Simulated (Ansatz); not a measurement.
## Σ3 (112) boundary in fcc Ir, starting shift (0.5, 0): structure and resistance

Wanted: what the Σ3 (112) boundary in fcc Ir, starting shift (0.5, 0) costs an interconnect.

Method: Ansatz plane-wave DFT, PBE, PAW files; relaxation of a bicrystal slab with its lowest layers held; PAW set soft_1, in the first sound run; inputs show where later runs differ, in Ansatz 0.2.0.

Report form: the programs' logs are mostly left out.

**1. Starting point**

The cell holds 25 atoms: 25 Ir. Cell: a = 2.715 Å, b = 6.650 Å, c = 30.159 Å, α = 90.0°, β = 90.0°, γ = 90.0°. It derives from Ir. built on the (1 1 2) plane; 1 overlapping atoms removed and the grains opened by 0.35 Å. Vacuum lies along c.

**2. Relaxing the bicrystal**

The boundary is built by mirroring the lower grain in the boundary plane and removing any atoms that overlap. A thin bicrystal slab is relaxed first, with the lowest layers held and the upper grain free to shift and open.

u

Contents of input.yaml:

```yaml
crystal:
  lattice:
    - [2.7148657757, 0.0, 0.0]
    - [0.0, 6.6500358706, 0.0]
    - [0.0, 0.0, 30.1591418368]
  atoms:
    - { symbol: Ir, position: [2.0e-10, 0.3333333333, 0.1657872106] }
    - { symbol: Ir, position: [0.5000000002, 1.0, 0.1917731703] }
    - { symbol: Ir, position: [1.0e-10, 0.6666666666, 0.2177591299] }
    - { symbol: Ir, position: [0.5000000001, 0.3333333333, 0.2437450896] }
    - { symbol: Ir, position: [1.0e-10, 1.0, 0.2697310493] }
    - { symbol: Ir, position: [0.5000000001, 0.6666666666, 0.2957170089] }
    - { symbol: Ir, position: [1.0e-10, 0.3333333333, 0.3217029686] }
    - { symbol: Ir, position: [0.5000000001, 1.0, 0.3476889283] }
[... 13 atom lines left out ...]
    - { symbol: Ir, position: [2.0e-10, 0.6666666666, 0.7230974683] }
    - { symbol: Ir, position: [0.5000000002, 0.9999999999, 0.7490834279] }
    - { symbol: Ir, position: [2.0e-10, 0.3333333333, 0.7750693876] }
    - { symbol: Ir, position: [0.5000000003, 0.6666666666, 0.8010553472] }
kpoints:
  mp_grid: { grid: [9, 4, 1] }
hamiltonian:
  xc: pbe
  pseudopotentials: { kind: paw, azcp: { folder: soft_1 } }
scf:
  occupations: { method: fermi_dirac, width: 0.1 }
relax:
  f_tol: 0.03
  max_steps: 80
  constraints: [{ sites: [0, 1, 2, 3] }]
```

Command:

```
> ansatz run input.yaml --threads 4 --pin off --max-ram 15360MiB --backend cpu --events-out ev --progress --plain --runs-dir out
```

Elapsed: 21 min, on 4 threads of Arm Neoverse N1, shared host; peak memory 3.3 GiB.

Relaxation path:

```csv
step,energy less that of the first step (eV),largest force component (eV/Å)
1,0.0000,7.5738
2,-1.2381,0.5706
3,-1.5316,0.4612
4,-1.7087,0.3477
5,-1.8564,0.2118
6,-1.9825,0.1163
7,-2.0640,0.1548
8,-2.1001,0.1829
9,-2.1117,0.0885
10,-2.1130,0.0183
11,-2.1130,0.0186
```

Forces are held to the 2 operations that the run works with; a distortion that breaks them can't arise in this run.

The atoms that moved most (Å):

```csv
atom,dx,dy,dz,length
Ir22,0.000,1.142,0.047,1.143
Ir12,0.000,1.137,-0.009,1.137
Ir23,0.000,1.129,0.129,1.136
Ir19,0.000,1.116,0.049,1.117
Ir20,0.000,1.115,0.046,1.116
Ir24,0.000,1.115,0.010,1.115
Ir17,0.000,1.113,0.008,1.113
Ir18,0.000,1.112,0.035,1.113
```

Numbers from this step:

| Item | Value |
| --- | --- |
| free energy | -298413.8357 eV |
| energy at zero smearing | -298413.3861 eV |
| Fermi energy | 14.83 eV |

The largest force component on a free atom ends at 0.019 eV/Å, under the tolerance of 0.03, after 11 steps.

**3. Transmission across the boundary**

Bulk layers of each grain are laid under and over the relaxed boundary, and a lead is named in the middle of each, away from the free faces. The mesh across the current, 24×10, is finer than the density's, because channels open and close sharply across the zone. Energies from -0.1 to 0.1 eV in steps of 0.05 eV are too few for the program's thermal sum, so it prints no conductance; for a metal the transmission near the Fermi level serves, at a fraction of the cost.

r

This step: Ansatz plane-wave DFT, PBE, PAW files; ballistic transport by layer matching (Landauer), zero bias; boundary relaxed in a short slab, bulk layers laid on; PAW set soft_1 (Ansatz 0.2.0).

System of this step: Σ3 (112) boundary in fcc Ir, starting shift (0.5, 0). The cell holds 56 atoms: 56 Ir. Cell: a = 2.715 Å, b = 6.650 Å, c = 51.504 Å, α = 90.0°, β = 90.0°, γ = 90.0°. It derives from Ir. Regions: lower grain, 22 atoms (22 Ir); boundary, 16 atoms (16 Ir); upper grain, 18 atoms (18 Ir). Vacuum lies along c.

Contents of input.yaml:

```yaml
crystal:
  lattice:
    - [2.7148657757, 0.0, 0.0]
    - [0.0, 6.6500358706, 0.0]
    - [0.0, 0.0, 51.50358866]
  atoms:
    - { symbol: Ir, position: [-14.4999999996, 9.6666666665, 0.077664491] }
    - { symbol: Ir, position: [-13.9999999996, 9.3333333332, 0.092881183] }
    - { symbol: Ir, position: [-13.4999999996, 8.9999999999, 0.1080978749] }
    - { symbol: Ir, position: [-12.9999999997, 8.6666666665, 0.1233145669] }
    - { symbol: Ir, position: [-12.4999999997, 8.3333333332, 0.1385312589] }
    - { symbol: Ir, position: [-11.9999999997, 7.9999999999, 0.1537479508] }
    - { symbol: Ir, position: [-11.4999999997, 7.6666666666, 0.1689646428] }
    - { symbol: Ir, position: [-10.9999999997, 7.3333333332, 0.1841813347] }
[... 44 atom lines left out ...]
    - { symbol: Ir, position: [-10.9999999997, 7.834513575, 0.8766854331] }
    - { symbol: Ir, position: [-11.4999999997, 8.1678469083, 0.8919021251] }
    - { symbol: Ir, position: [-11.9999999997, 8.5011802417, 0.907118817] }
    - { symbol: Ir, position: [-12.4999999997, 8.834513575, 0.922335509] }
kpoints:
  mp_grid: { grid: [9, 4, 1] }
hamiltonian:
  xc: pbe
  pseudopotentials: { kind: paw, azcp: { folder: soft_1 } }
scf:
  occupations: { method: fermi_dirac, width: 0.1 }
output:
  transmission:
    leads: [[12, 13], [45, 46]]
    kmesh: [24, 10]
    e_range: [-0.1, 0.1]
    de: 0.05
  write_potential: true
  write_density: true
  volumetric_format: npy
  elf: true
```

The job ended after 37 min (4 threads; peak memory 10 GiB; 2.3 h of CPU time).

This step gave:

| Quantity | Value |
| --- | --- |
| free energy | -668455.8346 eV |
| energy at zero smearing | -668454.9411 eV |
| Fermi energy | 21.14 eV |
| cell area | 18.05 Å² |
| transmission per spin nearest the Fermi level | 2.270 |
| open channels per spin nearest the Fermi level | 4.783 |
| open channels per spin, upper lead | 4.767 |
| step of the lead's potential | 15.9 meV |
| step of the upper lead's potential | 16.4 meV |

Per spin. Transmission, zone mean against energy, zero at the Fermi level:

```csv
energy (eV),"transmission, zone mean"
-0.1000,2.22
-0.0500,2.27
0.0000,2.27
0.0500,2.31
0.1000,2.34
```

Per spin. Table of open channels, zone mean by energy, zero at the Fermi level:

```csv
energy (eV),lead,upper lead
-0.1000,4.62,4.62
-0.0500,4.69,4.71
0.0000,4.78,4.77
0.0500,4.83,4.8
0.1000,4.83,4.82
```

Transmission over k1 and k2. At 0.0000 eV from the Fermi level.

Ten even steps from '0' (0.00) to '9' (4.27):
```
022303443352225334430322
333424444467776444442433
977654444776767744445677
997865776779797767756879
998854599866966899545889
997865776779797767756879
977654444776767744445677
333424444467776444442433
022303443352225334430322
000104443101010134440100
```
Columns: k1 (b1) from -0.5 to 0.458; rows upwards: k2 (b2) from -0.5 to 0.4.

Open channels over k1 and k2. At 0.0000 eV from the Fermi level.

Ten even steps from '0' (0.00) to '9' (8.00):
```
523533555565556555533532
555555555667776655555555
766965555877877855556966
776975666789898766657967
777965577867976877556977
776975666789898766657967
766965555877877855556966
555555555667776655555555
523533555565556555533532
022225555555555555552222
```
Columns: k1 (b1) from -0.5 to 0.458; rows upwards: k2 (b2) from -0.5 to 0.4.

ELF in the cb plane at fractional x = 0.000, with atoms of Ir within 0.2 Å of it. It is the smooth field of the valence electrons, not physical close to the nuclei.

Ten even steps from '0' (0.00) to '9' (0.59), each cell a mean:
```
66643234555556664323454555665433455543100000
99974445554479996444555448999544566654210000
97974555554588797455555459889644567764210000
98964555544599895455554469998544456654210000
88754555433468875455543347886444555553210000
44555444322344455544432244445544455542100000
54556665333455455666433345445676555432100000
55458998444555546999744455445799974421000000
55479798545555547979845555545887974321000000
54479897455554448989645555445998963211000000
33357885455543346887545554334688753210000000
32344455544442234445554443223455432110000000
32345455566543334545566653334555432100000000
44455545899954445554589984445565431000000000
45555546988954555554697895445665321000000000
45555446998854555544798984455554321100000000
55554334788645554333588864555543222211000000
44443234444554444323444455444432334332100000
```
Columns run along c (16.0 Å, from fractional 0.69 to 1.00 of the cell), rows up along b (6.7 Å). Atoms in or near the plane, at fractional coordinates: Ir at (0.69, 0.83), Ir at (0.72, 0.50), Ir at (0.75, 0.17), Ir at (0.79, 0.83), Ir at (0.82, 0.50), Ir at (0.85, 0.17), Ir at (0.88, 0.83), Ir at (0.91, 0.50).

Valence density in the cb plane at fractional x = 0.000, with atoms of Ir within 0.2 Å of it. It is the smooth field of the valence electrons, not physical close to the nuclei.

Ten even steps from '0' (0.0 e/Å³) to '9' (9.6 e/Å³), each cell a mean:
```
12100000000001110000000001111000000000000000
57410000000026641000000003663000000000000000
89720000000049961000000015995100000000000000
78620000000037851000000014884100000000000000
33200000000013320000000001331000000000000000
00000000000000000000000000000000000000000000
00001210000000000121000000000012100000000000
00014652000000001565100000000256410000000000
00027983000000003897200000000489620000000000
00016872000000002686200000000378510000000000
00002331000000001232000000000133200000000000
00000000000000000000000000000000000000000000
00000000121100000000012100000000000000000000
00000000366300000000146520000000000000000000
00000001599510000000269840000000000000000000
00000001588400000000158730000000000000000000
00000000233100000000023310000000000000000000
00000000000000000000000000000000000000000000
```
Columns run along c (16.0 Å, from fractional 0.69 to 1.00 of the cell), rows up along b (6.7 Å). Atoms in or near the plane, at fractional coordinates: Ir at (0.69, 0.83), Ir at (0.72, 0.50), Ir at (0.75, 0.17), Ir at (0.79, 0.83), Ir at (0.82, 0.50), Ir at (0.85, 0.17), Ir at (0.88, 0.83), Ir at (0.91, 0.50).

Electrostatic potential energy in the cb plane at fractional x = 0.000, with atoms of Ir within 0.2 Å of it. With pseudopotentials it is smooth inside the atoms' cores, unlike the true potential.

Values in eV, 10 rows by 16 columns, each cell a mean:
```
-22  13  22  21  -1 -15  21  21  19 -16   1  23  23  26  26  26
-52   0  20  20 -23 -43  16  19  15 -44 -21  20  21  25  26  26
-23  12  21  22  -1 -15  19  21  20 -16   0  21  23  26  26  26
 18   7   4  22  20  17  -1  14  23  19  14  -1  21  26  26  26
 20 -27 -34  19  20  13 -45 -11  20  20  -5 -46  11  26  26  26
 21 -18 -25  19  20  16 -35  -5  21  21   1 -37  14  26  26  26
 23  16  13  12  20  22  12  14  13  22  20  12  23  26  26  26
 21  20  12 -38   2  21  21  -6 -34  16  21  24  26  26  26  26
 20  20   9 -48  -5  20  20 -13 -44  14  20  24  26  26  26  26
 19  22  20  -3  14  19  23  13  -1  18  21  25  26  26  26  26
```
Columns run along c (16.0 Å, from fractional 0.69 to 1.00 of the cell; values clipped at the 3rd and 97th percentile), rows up along b (6.7 Å). Atoms in or near the plane, at fractional coordinates: Ir at (0.69, 0.83), Ir at (0.72, 0.50), Ir at (0.75, 0.17), Ir at (0.79, 0.83), Ir at (0.82, 0.50), Ir at (0.85, 0.17), Ir at (0.88, 0.83), Ir at (0.91, 0.50).

Over the solved energies the transmission per spin lies between 2.22 and 2.34, out of 4.75 channels of the lead on average (up to 4.83).

**4. Specific resistance**

e

This step: Ansatz plane-wave DFT, PBE, PAW files; ballistic transport by layer matching (Landauer), zero bias; specific resistance of the boundary; PAW set soft_1 (Ansatz 0.2.0).

Numbers from this step:

| Property | Result |
| --- | --- |
| area resistance | 0.5307 fΩ m² |
| T over the leads' mean channel count | 0.4805 |

Averaged over the energies near the Fermi level, 48.0 % of the channels pass, which makes 0.531 fΩ m².

By hand, with T and the leads' channels N averaged over the energies near the Fermi level: RA = A (h/2e²)(1/T − ½[1/N₁ + 1/N₂]) = 18.05×10⁻²⁰ m² × 12 906 Ω × (1/2.281 − ½[1/4.752 + 1/4.743]) = 0.531 fΩ m².

**5. Single-crystal slab for reference**

The free faces cost energy too. A single-crystal slab with the same faces and held layers is relaxed, so that they cancel.

 

This step: Ansatz plane-wave DFT, PBE, PAW files; relaxation of a single-crystal slab with its lowest layers held; PAW set soft_1 (Ansatz 0.2.0).

System of this step: Ir slab, plane (1, 1, 2). The cell holds 25 atoms: 25 Ir. Cell: a = 2.715 Å, b = 6.650 Å, c = 29.809 Å, α = 90.0°, β = 90.0°, γ = 90.0°. It derives from Ir. Vacuum lies along c.

Contents of input.yaml:

```yaml
crystal:
  lattice:
    - [2.7148657757, 0.0, 0.0]
    - [0.0, 6.6500358706, 0.0]
    - [0.0, 0.0, 29.8091418368]
  atoms:
    - { symbol: Ir, position: [4.0e-10, 0.9999999999, 0.1677337787] }
    - { symbol: Ir, position: [0.5000000004, 0.6666666666, 0.194024849] }
    - { symbol: Ir, position: [4.0e-10, 0.3333333332, 0.2203159193] }
    - { symbol: Ir, position: [0.5000000004, 0.9999999999, 0.2466069896] }
    - { symbol: Ir, position: [4.0e-10, 0.6666666666, 0.2728980598] }
    - { symbol: Ir, position: [0.5000000003, 0.3333333332, 0.2991891301] }
    - { symbol: Ir, position: [3.0e-10, 0.9999999999, 0.3254802004] }
    - { symbol: Ir, position: [0.5000000003, 0.6666666666, 0.3517712707] }
[... 13 atom lines left out ...]
    - { symbol: Ir, position: [0.5000000001, 1.0, 0.7198462547] }
    - { symbol: Ir, position: [0.0, 0.6666666667, 0.746137325] }
    - { symbol: Ir, position: [0.5, 0.3333333333, 0.7724283953] }
    - { symbol: Ir, position: [0.0, 0.0, 0.7987194656] }
kpoints:
  mp_grid: { grid: [9, 4, 1] }
hamiltonian:
  xc: pbe
  pseudopotentials: { kind: paw, azcp: { folder: soft_1 } }
scf:
  occupations: { method: fermi_dirac, width: 0.1 }
relax:
  f_tol: 0.03
  max_steps: 80
  constraints: [{ sites: [0, 1, 2, 3] }]
```

Run time: 9.4 min. Hardware: 4 threads; peak memory 3.3 GiB.

The steps of the relaxation:

```csv
step,energy less that of the first step (eV),largest force component (eV/Å)
1,0.0000,0.9790
2,-0.0603,1.4462
3,-0.1727,0.2042
4,-0.1751,0.0457
5,-0.1754,0.0192
```

The atoms that moved most (Å):

```csv
atom,dx,dy,dz,length
Ir23,0.000,-0.054,0.232,0.238
Ir20,0.000,-0.041,0.160,0.165
Ir22,0.000,-0.064,0.136,0.151
Ir19,0.000,-0.049,0.133,0.142
Ir17,0.000,-0.036,0.127,0.132
Ir18,0.000,-0.044,0.122,0.130
Ir21,0.000,-0.029,0.119,0.122
Ir24,0.000,-0.040,0.105,0.112
```

Final coordinates:

```
Ir
1.0
     2.71487    0.00000    0.00000
     0.00000    6.65004    0.00000
     0.00000    0.00000   29.80914
Ir
25
Direct
  0.00000 0.00000 0.16773
  0.50000 0.66667 0.19402
  0.00000 0.33333 0.22032
  0.50000 0.00000 0.24661
  0.00000 0.66299 0.27304
  0.50000 0.33067 0.29942
  0.00000 0.99867 0.32586
  0.50000 0.66483 0.35228
  0.00000 0.33042 0.37910
  0.50000 0.99615 0.40595
  0.00000 0.66254 0.43229
  0.50000 0.32930 0.45898
  0.00000 0.99553 0.48561
  0.50000 0.66195 0.51254
  0.00000 0.32857 0.53901
  0.50000 0.99506 0.56525
  0.00000 0.66126 0.59265
  0.50000 0.32666 0.61879
  0.00000 0.99256 0.64544
  0.50000 0.66054 0.67263
  0.00000 0.32904 0.69754
  0.50000 0.99036 0.72442
  0.00000 0.65850 0.75391
  0.50000 0.32727 0.77594
  0.00000 0.00461 0.80035
```

Numbers from this step:

```yaml
free_energy: -298414.9439 eV
energy_at_zero_smearing: -298414.5115 eV
fermi_energy: 15.09 eV
```

The largest force component on a free atom ends at 0.019 eV/Å, under the tolerance of 0.03, after 5 steps.

**6. Bulk reference**

The perfect crystal gives the energy per atom, for the atoms by which bicrystal and slab differ.

a

This step: Ansatz plane-wave DFT, PBE, PAW files; bulk reference; PAW set soft_1 (Ansatz 0.2.0).

System of this step: Ir. The structure is cubic, space group Fm-3m (No. 225). The conventional cell has a = 3.839 Å, b = 3.839 Å, c = 3.839 Å, α = 90.00°, β = 90.00°, γ = 90.00°. Nearest to Ir lie 12 Ir at 2.71 Å.

input.yaml, the sections that differ from step 5:

```yaml
crystal:
  lattice:
    - [0.0, 1.9197, 1.9197]
    - [1.9197, 0.0, 1.9197]
    - [1.9197, 1.9197, 0.0]
  atoms:
    - { symbol: Ir, position: [0.0, 0.0, 0.0] }
kpoints:
  mp_grid: { grid: [19, 19, 19] }
# hamiltonian, scf: as in step 5
# relax: removed
```

Elapsed: 0.91 s, on 4 threads; peak memory 0.28 GiB; 3 s of CPU time.

This step gave:

```yaml
free_energy: -11936.8356 eV
energy_at_zero_smearing: -11936.8183 eV
fermi_energy: 25.78 eV
```

**7. Boundary energy**

This step: Ansatz plane-wave DFT, PBE, PAW files; bicrystal less single-crystal slab less bulk atoms, a boundary area; PAW set soft_1 (Ansatz 0.2.0).

Numbers from this step:

* excess energy of the cell: 1.125 eV
* boundary energy: 0.9987 J/m²

The boundary costs 1.00 J/m².

By hand: 1.13 eV / 18.05 Å² × 16.02 = 0.999 J/m².

**8. Outcome**

```json
{
 "specific resistance of the boundary": "0.531 fΩ m²",
 "share of channels that pass": "0.480",
 "boundary energy": "0.999 J/m²"
}
```

What this shows: The boundary has a specific resistance of 0.53 fΩ m² and an energy of 1.00 J/m². The boundary reflects 52 % of the channels; 0.53 fΩ m² is 5.3×10⁻¹² Ω·cm². In the relaxation the upper grain slid sideways by about 1.1 Å, so the result belongs to the position that it found, not to the starting one. One starting structure was relaxed; another shift or atom count at the boundary may lie lower. Spin-orbit coupling is left out, which matters for Ir.

[Logs are printed without paths, hosts, clocks, repeated set-up lines and the standing remarks that a program may print on its own settings, such as how far it seeks lower states.]

[Hosts, paths, dates, database ids (printed as entryN), source tags and the programs' standing remarks are cut or masked in the printed files.]
